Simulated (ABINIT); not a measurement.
**How the form of the self-energy moves the gap of SiC (P6_3mc)**

Aim: compare treatments of exchange, screening and correlation for the gap of SiC (P6_3mc).

Main program and level: ABINIT 10.8.3; PBE and many-body steps on it, plane waves.

**The experiments to reproduce.**

- Gap 3.33 eV: band gap at cryogenic temperature; bulk crystal (literature value) (quoted in “Silicon carbide diodes for neutron detection”, 2020, arxiv:2009.14696).

Most raw output is cut from this account.

## 1. Set-up

Symmetry: P6_3mc, No. 186, hexagonal system. The conventional cell has a = 3.074 Å, b = 3.074 Å, c = 5.045 Å, α = 90.00°, β = 90.00°, γ = 120.00°. Nearest to Si lie 4 C at 1.88 to 1.90 Å. C has 4 Si at 1.88 to 1.90 Å nearest. Farther neighbours are not listed.

The cell and positions are those that the Materials Project relaxed with its own functionals (PBE, PBE+U or r2SCAN), kept fixed.

## 2. Empty states on the mesh, 6×6×4 mesh, 188 bands

This step: ABINIT 10.8.3; DFT, PBE, plane waves, norm-conserving pseudopotentials.

The sums over transitions need many empty states on a uniform mesh; this step solves for them.

run.abi

```
acell 3*1.0 Angstrom
rprim 
  3.073513928196 0.000000000001 0.000000000000
  -1.536756964099 2.661741140703 0.000000000000
  0.000000000000 0.000000000000 5.045247710000
ntypat 2
znucl 14 6
natom 4
typat 1 1 2 2
xred 
  0.333333333333 0.666666666667 0.499602400000
  0.666666666667 0.333333333333 0.999602400000
  0.333333333333 0.666666666667 0.875397600000
  0.666666666667 0.333333333333 0.375397600000
pp_dirpath "pseudos"
pseudos "Si.upf, C.upf"
ecut 37
ngkpt 6 6 4
nshiftk 1
shiftk 0 0 0
kptopt 1
chksymbreak 0
irdden 1
istwfk *1
nband 188
prtvol 0
optdriver 6
gwr_task "HDIAGO"
paral_kgb 0
occopt 1
indata_prefix "in"
outdata_prefix "out"
tmpdata_prefix "tmp"
```

Started as:

```sh
> OMP_NUM_THREADS=1 mpirun -n 8 abinit run.abi > log
```

It took 51 s on 8 MPI ranks of Arm Neoverse V2, shared host; peak memory 4.3 GiB; 6.8 min of CPU time.

Numbers from this step:

```
gap                                                           : 2.275 eV
k of the valence top                                          : 0, 0, 0
k of the conduction bottom                                    : 0.3333, 0.3333, 0
least direct gap                                              : 3.985 eV
k points computed                                             : 21
lowest point of the top converged band, above the valence top : 131.3251 eV
```

On this mesh the gap is 2.275 eV.

The density comes from a self-consistent run that is not shown.

## 3. Screening, 6×6×4 mesh, 180 bands, screening to 228.6 eV

The RPA dielectric matrix is built and inverted for each q.

This step: RPA screening on PBE, plane waves, norm-conserving pseudopotentials.

Edit run.abi of step 2 so:

```diff
@@ -22,10 +22,11 @@
 chksymbreak 0
-irdden 1
 istwfk *1
-nband 188
-prtvol 0
-optdriver 6
-gwr_task "HDIAGO"
-paral_kgb 0
 occopt 1
+irdwfk 1
+optdriver 3
+nband 180
+ecuteps 8.4
+inclvkb 2
+awtr 1
+symchi 1
 indata_prefix "in"
```

Elapsed: 2.1 min, on 8 MPI ranks; peak memory 2.8 GiB.

Numbers from this step:

- ε∞ with local fields, on this mesh, along the program's q direction: 6.855
- the same without local fields: 7.508
- plasma frequency: 23.12 eV
- plane waves in the screening matrix: 313

Local fields lower ε∞ by 9 %.

## 4. G0W0, Godby-Needs plasmon pole

The self-energy is evaluated for the states that the input lists, and the levels follow from it, in one-shot runs by the linearised quasiparticle equation.

This step: G0W0 on PBE, plane waves, norm-conserving pseudopotentials.

Edit run.abi of step 3 so:

```diff
@@ -25,8 +25,19 @@
 irdwfk 1
-optdriver 3
+optdriver 4
 nband 180
+gwcalctyp 0
+ecutsigx 37
+symsigma 1
+nkptgw 3
+kptgw 
+  0.0000000000 0.0000000000 0.0000000000
+  0.3333333333 0.3333333333 0.0000000000
+  0.5000000000 0.0000000000 0.0000000000
+bdgw 
+  7 10
+  6 10
+  7 10
 ecuteps 8.4
-inclvkb 2
-awtr 1
-symchi 1
+irdscr 1
+ppmodel 1
 indata_prefix "in"
```

Elapsed: 36 s, on 8 MPI ranks; peak memory 3.1 GiB; 4.8 min of CPU time.

Numbers from this step:

- G0W0 gap on the points computed: 2.981 eV
- starting gap on the mesh: 2.275 eV
- k of the valence top: 0, 0, 0
- k of the conduction bottom: 0.3333, 0.3333, 0
- Z at the valence top: 0.792
- Z at the conduction bottom: 0.824
- least direct G0W0 gap on the computed points: 4.902 eV

The gap on the mesh goes from 2.28 eV to 2.98 eV, a correction of +0.71 eV.

## 5. G0W0, Hybertsen-Louie plasmon pole

Edit run.abi of step 4 so:

```diff
@@ -41,3 +41,3 @@
 irdscr 1
-ppmodel 1
+ppmodel 2
 indata_prefix "in"
```

Run time: 35 s. Hardware: 8 MPI ranks; peak memory 2.9 GiB; 4.6 min of CPU time.

Numbers from this step:

```yaml
g0w0_gap_on_the_points_computed: 3.114 eV
starting_gap_on_the_mesh: 2.275 eV
k_of_the_valence_top: 0, 0, 0
k_of_the_conduction_bottom: 0.3333, 0.3333, 0
z_at_the_valence_top: 0.816
z_at_the_conduction_bottom: 0.842
least_direct_g0w0_gap_on_the_computed_points: 5.032 eV
```

Against G0W0 in ABINIT (6×6×4 mesh, 180 bands, screening to 228.6 eV, Godby-Needs plasmon pole), the gap moves by +0.133 eV.

## 6. G0W0, von der Linden-Horsch plasmon pole

Edit run.abi of step 5 so:

```diff
@@ -41,3 +41,3 @@
 irdscr 1
-ppmodel 2
+ppmodel 3
 indata_prefix "in"
```

It took 15 s on 8 MPI ranks; peak memory 2.7 GiB; 2 min of CPU time.

This step gave:

| Item | Value |
| --- | --- |
| G0W0 gap on the points computed | 2.942 eV |
| starting gap on the mesh | 2.275 eV |
| k of the valence top | 0, 0, 0 |
| k of the conduction bottom | 0.3333, 0.3333, 0 |
| least direct G0W0 gap on the computed points | 4.894 eV |

Against G0W0 in ABINIT (6×6×4 mesh, 180 bands, screening to 228.6 eV, Godby-Needs plasmon pole), the gap moves by −0.039 eV.

## 7. G0W0, Engel-Farid plasmon pole

Edit run.abi of step 6 so:

```diff
@@ -41,3 +41,3 @@
 irdscr 1
-ppmodel 3
+ppmodel 4
 indata_prefix "in"
```

The job ended after 15 s (8 MPI ranks; peak memory 2.7 GiB; 2 min of CPU time).

This step gave:

| Property | Result |
| --- | --- |
| G0W0 gap on the points computed | 3.117 eV |
| starting gap on the mesh | 2.275 eV |
| k of the valence top | 0, 0, 0 |
| k of the conduction bottom | 0.3333, 0.3333, 0 |
| least direct G0W0 gap on the computed points | 5.023 eV |

Against G0W0 in ABINIT (6×6×4 mesh, 180 bands, screening to 228.6 eV, Godby-Needs plasmon pole), the gap moves by +0.136 eV.

## 8. The runs together

Times are wall times on 8 MPI ranks of Arm Neoverse V2, shared host, good to a factor of about two. A run's time includes the screening step that it read.

| run | mesh | bands | screening cutoff (eV) | DFT gap (eV) | gap on the mesh (eV) | direct (eV) | ε∞ used | time |
| --- | --- | --- | --- | --- | --- | --- | --- | --- |
| G0W0, Godby-Needs plasmon pole | 6×6×4 | 180 | 228.6 | 2.275 | 2.981 | 4.902 | 6.85 | 2.7 min |
| G0W0, Hybertsen-Louie plasmon pole | 6×6×4 | 180 | 228.6 | 2.275 | 3.114 | 5.032 | 6.85 | 2.7 min |
| G0W0, von der Linden-Horsch plasmon pole | 6×6×4 | 180 | 228.6 | 2.275 | 2.942 | 4.894 | 6.85 | 2.4 min |
| G0W0, Engel-Farid plasmon pole | 6×6×4 | 180 | 228.6 | 2.275 | 3.117 | 5.023 | 6.85 | 2.4 min |

## 9. Outcome

| Quantity | Value |
| --- | --- |
| G0W0, Godby-Needs plasmon pole | 2.981 eV |
| G0W0, Hybertsen-Louie plasmon pole | 3.114 eV |
| G0W0, von der Linden-Horsch plasmon pole | 2.942 eV |
| G0W0, Engel-Farid plasmon pole | 3.117 eV |
| known limits | not at the basis limit |

**Reading.** G0W0, Hybertsen-Louie plasmon pole: +0.133 eV against G0W0, Godby-Needs plasmon pole. G0W0, von der Linden-Horsch plasmon pole: −0.039 eV against G0W0, Godby-Needs plasmon pole. G0W0, Engel-Farid plasmon pole: +0.136 eV against G0W0, Godby-Needs plasmon pole. Against experiment, by G0W0, Godby-Needs plasmon pole: the gap of 2.98 eV lies −0.35 eV from the measured 3.33 eV (kind not stated, quoted 2020). These are gaps on the mesh, at modest bands and cutoff. The calculation has static nuclei and no excitons; a measured gap holds zero-point and thermal motion, which mostly lowers it. Bands and cutoff are finite, so the gap is not at the basis limit. The miss can reach some tenths of an eV and take either sign; the mesh is an error of its own. In the G0W0 runs levels were corrected at 3 k points alone, so a gap called «on the mesh» is the least over those, and an edge elsewhere would be missed.

[Paths, hosts, dates, memory and timing lines, banners, echoed tables and standing remarks are left out of the program output.]

[Logs are printed without paths, hosts, clocks, repeated set-up lines and the standing remarks that a program may print on its own settings, such as how far it seeks lower states.]

[Runs of the session that timed out or met a known fault of the program may be left out.]

[Hosts, paths, dates, database ids (printed as entryN), source tags and the programs' standing remarks are cut or masked in the printed files.]

[G0W0 gaps are taken among the corrected bands and points alone; a level outside them can change the order at an edge.]

[Where Ansatz stands beside ABINIT at settings called matched, ABINIT's density can come from a denser mesh and the files from another edition; pairs whose starting gaps differed by over 0.03 eV were left out, so agreement reads better than it is.]
